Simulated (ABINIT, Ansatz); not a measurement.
# CsSnH3 (Pm-3m): zone-centre phonons, part 3 of 5

Which modes does CsSnH3 (Pm-3m) have at the zone centre?

ABINIT 10.8.3; DFT LDA, scalar-relativistic, plane waves, PseudoDojo stringent norm-conserving pseudopotentials.

So far. Step 3 (Ground state): The cell stands at -0.32 GPa: the relaxation ran with a smoothed and higher cutoff, and the difference is a stress of the finite basis. Step 4 (Linear response at Γ): The acoustic modes at Γ come out as far as 2.5 cm⁻¹ from zero, where they should vanish, a small numerical error. The lowest optical mode is imaginary, 1495i cm⁻¹, an instability at this level and on this k mesh. The relaxed cell has a = 4.348 Å (conventional setting).

The structure was built from a prototype and need not be the compound's stable phase.

## 5. Modes with the sum rule

anaddb reads the merged derivatives and imposes the acoustic sum rule.

Input file anaddb.abi:

```
ddb_filepath "gamma_DDB"
output_file "anaddb.abo"
outdata_prefix "anaddb"
asr 1
chneut 1
enunit 2
eivec 1
nph1l 1
qph1l 0.0 0.0 0.0 1.0
```

Input file mrgddb.in:

```
gamma_DDB
merged
2
dfpt_gammao_DDB
gso_DDB
```

Launch:

```bash
$ mrgddb < mrgddb.in > mrgddb.log
$ OMP_NUM_THREADS=1 anaddb anaddb.abi > anaddb.log
```

anaddb.abo, the main output file:

```text
-outvars_anaddb: echo values of input variables ----------------------

 Miscellaneous information :
      enunit         2
       eivec         1
         asr         1
 First list of wavevector (reduced coord.) :
       nph1l         1
       qph1l
                     0.00000000E+00  0.00000000E+00  0.00000000E+00    1.000E+00

================================================================================

 read the DDB information and perform some checks

  ==== Info on the Cryst% object ====
 Real(R)+Recip(G) space primitive vectors, cartesian coordinates (Bohr,Bohr^-1):
 R(1)=  8.2161165  0.0000000  0.0000000  G(1)=  0.1217120  0.0000000  0.0000000
 R(2)=  0.0000000  8.2161165  0.0000000  G(2)=  0.0000000  0.1217120  0.0000000
 R(3)=  0.0000000  0.0000000  8.2161165  G(3)=  0.0000000  0.0000000  0.1217120
 Unit cell volume ucvol=  5.5462541E+02 bohr^3
 Angles (23,13,12)=  9.00000000E+01  9.00000000E+01  9.00000000E+01 degrees
 Time-reversal symmetry is present
 Reduced atomic positions [iatom, xred, symbol]:
    1)    0.0000000  0.0000000  0.0000000  Cs
    2)    0.5000000  0.5000000  0.5000000  Sn
    3)    0.5000000  0.5000000  0.0000000   H
    4)    0.5000000  0.0000000  0.5000000   H
    5)    0.0000000  0.5000000  0.5000000   H

 DDB file with 3 blocks has been read.

================================================================================

 Treat the first list of vectors

  Phonon wavevector (reduced coordinates) :  0.00000  0.00000  0.00000
 Phonon energies in Hartree :
  -6.813112E-03 -6.813112E-03 -6.813112E-03  0.000000E+00  0.000000E+00
   0.000000E+00  4.085813E-04  4.085813E-04  4.085813E-04  2.819021E-03
   2.819021E-03  2.819021E-03  2.856431E-03  2.856431E-03  2.856431E-03
 Phonon energies in meV     :
- -1.853942E+02 -1.853942E+02 -1.853942E+02  0.000000E+00  0.000000E+00
-  0.000000E+00  1.111806E+01  1.111806E+01  1.111806E+01  7.670947E+01
-  7.670947E+01  7.670947E+01  7.772745E+01  7.772745E+01  7.772745E+01
 Phonon frequencies in cm-1    :
- -1.495305E+03 -1.495305E+03 -1.495305E+03  0.000000E+00  0.000000E+00
-  0.000000E+00  8.967323E+01  8.967323E+01  8.967323E+01  6.187036E+02
-  6.187036E+02  6.187036E+02  6.269141E+02  6.269141E+02  6.269141E+02
 Phonon frequencies in Thz     :
- -4.482812E+01 -4.482812E+01 -4.482812E+01  0.000000E+00  0.000000E+00
-  0.000000E+00  2.688336E+00  2.688336E+00  2.688336E+00  1.854827E+01
-  1.854827E+01  1.854827E+01  1.879441E+01  1.879441E+01  1.879441E+01
 Phonon energies in Kelvin  :
- -2.151410E+03 -2.151410E+03 -2.151410E+03  0.000000E+00  0.000000E+00
-  0.000000E+00  1.290198E+02  1.290198E+02  1.290198E+02  8.901765E+02
-  8.901765E+02  8.901765E+02  9.019896E+02  9.019896E+02  9.019896E+02

 Eigendisplacements
 (will be given, for each mode : in cartesian coordinates
   for each atom the real part of the displacement vector,
   then the imaginary part of the displacement vector - absolute values smaller than 1.0d-7 are set to zero)
  Mode number    1   Energy   -6.813112E-03
 Attention : low frequency mode.
   (Could be unstable or acoustic mode)
-  1  3.70359949E-05  0.00000000E+00  0.00000000E+00
-     0.00000000E+00  0.00000000E+00  0.00000000E+00
-  2  1.45419598E-04  0.00000000E+00  0.00000000E+00
-     0.00000000E+00  0.00000000E+00  0.00000000E+00
-  3  6.22553404E-04  0.00000000E+00  0.00000000E+00
-     0.00000000E+00  0.00000000E+00  0.00000000E+00
-  4  6.22553404E-04  2.93623601E-06  0.00000000E+00
-     0.00000000E+00  0.00000000E+00  0.00000000E+00
-  5 -2.32553630E-02  0.00000000E+00  0.00000000E+00
-     0.00000000E+00  0.00000000E+00  0.00000000E+00
  Mode number    2   Energy   -6.813112E-03
 Attention : low frequency mode.
   (Could be unstable or acoustic mode)
-  1  0.00000000E+00  3.70359949E-05  0.00000000E+00
-     0.00000000E+00  0.00000000E+00  0.00000000E+00
-  2  0.00000000E+00  1.45419598E-04  0.00000000E+00
-     0.00000000E+00  0.00000000E+00  0.00000000E+00
-  3  0.00000000E+00  6.22553404E-04  0.00000000E+00
-     0.00000000E+00  0.00000000E+00  0.00000000E+00
-  4  0.00000000E+00 -2.32553630E-02  0.00000000E+00
-     0.00000000E+00  0.00000000E+00  0.00000000E+00
-  5 -2.93623601E-06  6.22553404E-04  0.00000000E+00
-     0.00000000E+00  0.00000000E+00  0.00000000E+00
  Mode number    3   Energy   -6.813112E-03
 Attention : low frequency mode.
   (Could be unstable or acoustic mode)
-  1  0.00000000E+00  0.00000000E+00  3.70359952E-05
-     0.00000000E+00  0.00000000E+00  0.00000000E+00
-  2  0.00000000E+00  0.00000000E+00  1.45419599E-04
-     0.00000000E+00  0.00000000E+00  0.00000000E+00
-  3  0.00000000E+00  0.00000000E+00 -2.32553632E-02
-     0.00000000E+00  0.00000000E+00  0.00000000E+00
-  4  0.00000000E+00  0.00000000E+00  6.22553409E-04
-     0.00000000E+00  0.00000000E+00  0.00000000E+00
-  5  0.00000000E+00  0.00000000E+00  6.22553409E-04
-     0.00000000E+00  0.00000000E+00  0.00000000E+00
  Mode number    4   Energy    0.000000E+00
 Attention : low frequency mode.
   (Could be unstable or acoustic mode)
-  1  0.00000000E+00  0.00000000E+00  1.46777022E-03
-     0.00000000E+00  0.00000000E+00  0.00000000E+00
-  2  0.00000000E+00  0.00000000E+00  1.46776463E-03
-     0.00000000E+00  0.00000000E+00  0.00000000E+00
-  3  0.00000000E+00  0.00000000E+00  1.46776734E-03
-     0.00000000E+00  0.00000000E+00  0.00000000E+00
-  4  0.00000000E+00  0.00000000E+00  1.46776105E-03
-     0.00000000E+00  0.00000000E+00  0.00000000E+00
-  5  0.00000000E+00  0.00000000E+00  1.46776105E-03
-     0.00000000E+00  0.00000000E+00  0.00000000E+00
  Mode number    5   Energy    0.000000E+00
 Attention : low frequency mode.
   (Could be unstable or acoustic mode)
-  1  0.00000000E+00 -1.46777022E-03  0.00000000E+00
-     0.00000000E+00  0.00000000E+00  0.00000000E+00
-  2  0.00000000E+00 -1.46776463E-03  0.00000000E+00
-     0.00000000E+00  0.00000000E+00  0.00000000E+00
-  3  0.00000000E+00 -1.46776105E-03  0.00000000E+00
-     0.00000000E+00  0.00000000E+00  0.00000000E+00
-  4  0.00000000E+00 -1.46776734E-03  0.00000000E+00
-     0.00000000E+00  0.00000000E+00  0.00000000E+00
-  5  0.00000000E+00 -1.46776105E-03  0.00000000E+00
-     0.00000000E+00  0.00000000E+00  0.00000000E+00
  Mode number    6   Energy    0.000000E+00
 Attention : low frequency mode.
   (Could be unstable or acoustic mode)
-  1  1.46777022E-03  0.00000000E+00  0.00000000E+00
-     0.00000000E+00  0.00000000E+00  0.00000000E+00
-  2  1.46776463E-03  0.00000000E+00  0.00000000E+00
-     0.00000000E+00  0.00000000E+00  0.00000000E+00
-  3  1.46776105E-03  0.00000000E+00  0.00000000E+00
-     0.00000000E+00  0.00000000E+00  0.00000000E+00
-  4  1.46776105E-03  0.00000000E+00  0.00000000E+00
-     0.00000000E+00  0.00000000E+00  0.00000000E+00
-  5  1.46776734E-03  0.00000000E+00  0.00000000E+00
-     0.00000000E+00  0.00000000E+00  0.00000000E+00
  Mode number    7   Energy    4.085813E-04
-  1  0.00000000E+00  0.00000000E+00 -1.40267827E-03
-     0.00000000E+00  0.00000000E+00  0.00000000E+00
-  2  0.00000000E+00  0.00000000E+00  1.54963680E-03
-     0.00000000E+00  0.00000000E+00  0.00000000E+00
-  3  0.00000000E+00  0.00000000E+00  8.88434141E-04
-     0.00000000E+00  0.00000000E+00  0.00000000E+00
-  4  0.00000000E+00  0.00000000E+00  7.79509373E-04
-     0.00000000E+00  0.00000000E+00  0.00000000E+00
-  5  0.00000000E+00  0.00000000E+00  7.79509373E-04
-     0.00000000E+00  0.00000000E+00  0.00000000E+00
  Mode number    8   Energy    4.085813E-04
-  1  2.75297567E-07  1.40267824E-03  0.00000000E+00
-     0.00000000E+00  0.00000000E+00  0.00000000E+00
-  2 -3.04140478E-07 -1.54963677E-03  0.00000000E+00
-     0.00000000E+00  0.00000000E+00  0.00000000E+00
-  3 -1.52990916E-07 -7.79509358E-04  0.00000000E+00
-     0.00000000E+00  0.00000000E+00  0.00000000E+00
-  4 -1.52990916E-07 -8.88434124E-04  0.00000000E+00
-     0.00000000E+00  0.00000000E+00  0.00000000E+00
-  5 -1.74369107E-07 -7.79509358E-04  0.00000000E+00
-     0.00000000E+00  0.00000000E+00  0.00000000E+00
  Mode number    9   Energy    4.085813E-04
-  1  1.40267824E-03 -2.75297687E-07  0.00000000E+00
-     0.00000000E+00  0.00000000E+00  0.00000000E+00
-  2 -1.54963677E-03  3.04140611E-07  0.00000000E+00
-     0.00000000E+00  0.00000000E+00  0.00000000E+00
-  3 -7.79509358E-04  1.52990983E-07  0.00000000E+00
-     0.00000000E+00  0.00000000E+00  0.00000000E+00
-  4 -7.79509358E-04  1.74369183E-07  0.00000000E+00
-     0.00000000E+00  0.00000000E+00  0.00000000E+00
-  5 -8.88434124E-04  1.52990983E-07  0.00000000E+00
-     0.00000000E+00  0.00000000E+00  0.00000000E+00
  Mode number   10   Energy    2.819021E-03
-  1  0.00000000E+00  0.00000000E+00  0.00000000E+00
-     0.00000000E+00  0.00000000E+00  0.00000000E+00
-  2  0.00000000E+00  0.00000000E+00  0.00000000E+00
-     0.00000000E+00  0.00000000E+00  0.00000000E+00
-  3  0.00000000E+00  0.00000000E+00  0.00000000E+00
-     0.00000000E+00  0.00000000E+00  0.00000000E+00
-  4  0.00000000E+00  0.00000000E+00  1.64963405E-02
-     0.00000000E+00  0.00000000E+00  0.00000000E+00
-  5  0.00000000E+00  0.00000000E+00 -1.64963405E-02
-     0.00000000E+00  0.00000000E+00  0.00000000E+00
  Mode number   11   Energy    2.819021E-03
-  1  0.00000000E+00  0.00000000E+00  0.00000000E+00
-     0.00000000E+00  0.00000000E+00  0.00000000E+00
-  2  0.00000000E+00  0.00000000E+00  0.00000000E+00
-     0.00000000E+00  0.00000000E+00  0.00000000E+00
-  3  1.43661779E-06 -1.64963404E-02  0.00000000E+00
-     0.00000000E+00  0.00000000E+00  0.00000000E+00
-  4 -1.43661779E-06  0.00000000E+00  0.00000000E+00
-     0.00000000E+00  0.00000000E+00  0.00000000E+00
-  5  0.00000000E+00  1.64963404E-02  0.00000000E+00
-     0.00000000E+00  0.00000000E+00  0.00000000E+00
  Mode number   12   Energy    2.819021E-03
-  1  0.00000000E+00  0.00000000E+00  0.00000000E+00
-     0.00000000E+00  0.00000000E+00  0.00000000E+00
-  2  0.00000000E+00  0.00000000E+00  0.00000000E+00
-     0.00000000E+00  0.00000000E+00  0.00000000E+00
-  3  1.64963404E-02  1.43661779E-06  0.00000000E+00
-     0.00000000E+00  0.00000000E+00  0.00000000E+00
-  4 -1.64963404E-02  0.00000000E+00  0.00000000E+00
-     0.00000000E+00  0.00000000E+00  0.00000000E+00
-  5  0.00000000E+00 -1.43661779E-06  0.00000000E+00
-     0.00000000E+00  0.00000000E+00  0.00000000E+00
  Mode number   13   Energy    2.856431E-03
-  1  0.00000000E+00  0.00000000E+00 -6.60946493E-05
-     0.00000000E+00  0.00000000E+00  0.00000000E+00
-  2  0.00000000E+00  0.00000000E+00 -2.10529822E-04
-     0.00000000E+00  0.00000000E+00  0.00000000E+00
-  3  0.00000000E+00  2.65977914E-07  7.09171025E-04
-     0.00000000E+00  0.00000000E+00  0.00000000E+00
-  4  0.00000000E+00  0.00000000E+00  1.64006012E-02
-     0.00000000E+00  0.00000000E+00  0.00000000E+00
-  5  0.00000000E+00  2.65977914E-07  1.64006012E-02
-     0.00000000E+00  0.00000000E+00  0.00000000E+00
  Mode number   14   Energy    2.856431E-03
-  1  0.00000000E+00 -6.60946486E-05  0.00000000E+00
-     0.00000000E+00  0.00000000E+00  0.00000000E+00
-  2  0.00000000E+00 -2.10529819E-04  0.00000000E+00
-     0.00000000E+00  0.00000000E+00  0.00000000E+00
-  3 -2.49509249E-06  1.64006010E-02  0.00000000E+00
-     0.00000000E+00  0.00000000E+00  0.00000000E+00
-  4 -2.49509249E-06  7.09171017E-04 -2.65979125E-07
-     0.00000000E+00  0.00000000E+00  0.00000000E+00
-  5 -1.07889173E-07  1.64006010E-02 -2.65979125E-07
-     0.00000000E+00  0.00000000E+00  0.00000000E+00
  Mode number   15   Energy    2.856431E-03
-  1  6.60946486E-05  0.00000000E+00  0.00000000E+00
-     0.00000000E+00  0.00000000E+00  0.00000000E+00
-  2  2.10529819E-04  0.00000000E+00  0.00000000E+00
-     0.00000000E+00  0.00000000E+00  0.00000000E+00
-  3 -1.64006010E-02 -2.49509262E-06  0.00000000E+00
-     0.00000000E+00  0.00000000E+00  0.00000000E+00
-  4 -1.64006010E-02 -1.07889179E-07  0.00000000E+00
-     0.00000000E+00  0.00000000E+00  0.00000000E+00
-  5 -7.09171017E-04 -2.49509262E-06  0.00000000E+00
-     0.00000000E+00  0.00000000E+00  0.00000000E+00

 Analysis of degeneracies and characters (maximum tolerance=1.00E-06 a.u.)
 For each vibration mode, or group of modes if degenerate,
 the characters are given for each symmetry operation (see the list in the log file).
 Symmetry characters of vibration mode #   1
       degenerate with vibration modes #   2 to    3
  3.0 -3.0 -1.0  1.0 -1.0  1.0 -1.0  1.0  1.0 -1.0 -1.0  1.0  1.0 -1.0 -1.0  1.0
 -0.0  0.0 -0.0  0.0  0.0 -0.0  0.0 -0.0  1.0 -1.0 -1.0  1.0 -1.0  1.0  1.0 -1.0
 -0.0  0.0  0.0 -0.0  0.0 -0.0 -0.0  0.0  1.0 -1.0  1.0 -1.0 -1.0  1.0 -1.0  1.0
 Symmetry characters of vibration mode #   4
       degenerate with vibration modes #   5 to    6
  3.0 -3.0 -1.0  1.0 -1.0  1.0 -1.0  1.0  1.0 -1.0 -1.0  1.0  1.0 -1.0 -1.0  1.0
  0.0 -0.0  0.0 -0.0 -0.0  0.0 -0.0  0.0  1.0 -1.0 -1.0  1.0 -1.0  1.0  1.0 -1.0
  0.0 -0.0 -0.0  0.0 -0.0  0.0  0.0 -0.0  1.0 -1.0  1.0 -1.0 -1.0  1.0 -1.0  1.0
 Symmetry characters of vibration mode #   7
       degenerate with vibration modes #   8 to    9
  3.0 -3.0 -1.0  1.0 -1.0  1.0 -1.0  1.0  1.0 -1.0 -1.0  1.0  1.0 -1.0 -1.0  1.0
 -0.0  0.0 -0.0  0.0  0.0 -0.0  0.0 -0.0  1.0 -1.0 -1.0  1.0 -1.0  1.0  1.0 -1.0
 -0.0  0.0  0.0 -0.0  0.0 -0.0 -0.0  0.0  1.0 -1.0  1.0 -1.0 -1.0  1.0 -1.0  1.0
 Symmetry characters of vibration mode #  10
       degenerate with vibration modes #  11 to   12
  3.0 -3.0 -1.0  1.0 -1.0  1.0 -1.0  1.0 -1.0  1.0  1.0 -1.0 -1.0  1.0  1.0 -1.0
 -0.0  0.0 -0.0  0.0  0.0 -0.0  0.0 -0.0 -1.0  1.0  1.0 -1.0  1.0 -1.0 -1.0  1.0
 -0.0  0.0  0.0 -0.0  0.0 -0.0 -0.0  0.0 -1.0  1.0 -1.0  1.0  1.0 -1.0  1.0 -1.0
 Symmetry characters of vibration mode #  13
       degenerate with vibration modes #  14 to   15
  3.0 -3.0 -1.0  1.0 -1.0  1.0 -1.0  1.0  1.0 -1.0 -1.0  1.0  1.0 -1.0 -1.0  1.0
 -0.0  0.0 -0.0  0.0  0.0 -0.0  0.0 -0.0  1.0 -1.0 -1.0  1.0 -1.0  1.0  1.0 -1.0
 -0.0  0.0  0.0 -0.0  0.0 -0.0 -0.0  0.0  1.0 -1.0  1.0 -1.0 -1.0  1.0 -1.0  1.0
-
```

Run time: 0.51 s. Hardware: 1 thread of Arm Neoverse V1, shared host.

No LO-TO term; unit eigenvectors of the mass-weighted matrix, from anaddb's displacements. Modes at Γ, with each element's share of the kinetic energy (negative means imaginary):

```csv
mode,frequency (cm⁻¹),symmetry,Cs %,Sn %,H %
1,-1495.3,T1u,0,0,100
2,-1495.3,T1u,0,0,100
3,-1495.3,T1u,0,0,100
4,0.0,acoustic,52,47,1
5,0.0,acoustic,52,47,1
6,0.0,acoustic,52,47,1
7,89.7,T1u,48,52,0
8,89.7,T1u,48,52,0
9,89.7,T1u,48,52,0
10,618.7,T2u,0,0,100
11,618.7,T2u,0,0,100
12,618.7,T2u,0,0,100
13,626.9,T1u,0,1,99
14,626.9,T1u,0,1,99
15,626.9,T1u,0,1,99
```

Displacements in mode 3 (-1495.3 cm⁻¹), the largest set to 1:
```
Cs1  0.00  0.00  0.00
Sn2  0.00  0.00  0.01
H3   0.00  0.00 -1.00
H4   0.00  0.00  0.03
H5   0.00  0.00  0.03
```

Displacements in mode 13 (626.9 cm⁻¹), the largest set to 1:
```
Cs1  0.00  0.00  0.00
Sn2  0.00  0.00 -0.01
H3   0.00  0.00  0.04
H4   0.00  0.00  1.00
H5   0.00  0.00  1.00
```

The rule moves no optical mode by more than 0.1 cm⁻¹.

(Part 3 of 5 ends here.)

[Host names and launcher messages were left out of these logs when they were recorded.]

[Logs are printed without paths, hosts, clocks, repeated set-up lines and the standing remarks that a program may print on its own settings, such as how far it seeks lower states.]

[Hosts, paths, dates, database ids (printed as entryN), source tags and the programs' standing remarks are cut or masked in the printed files.]
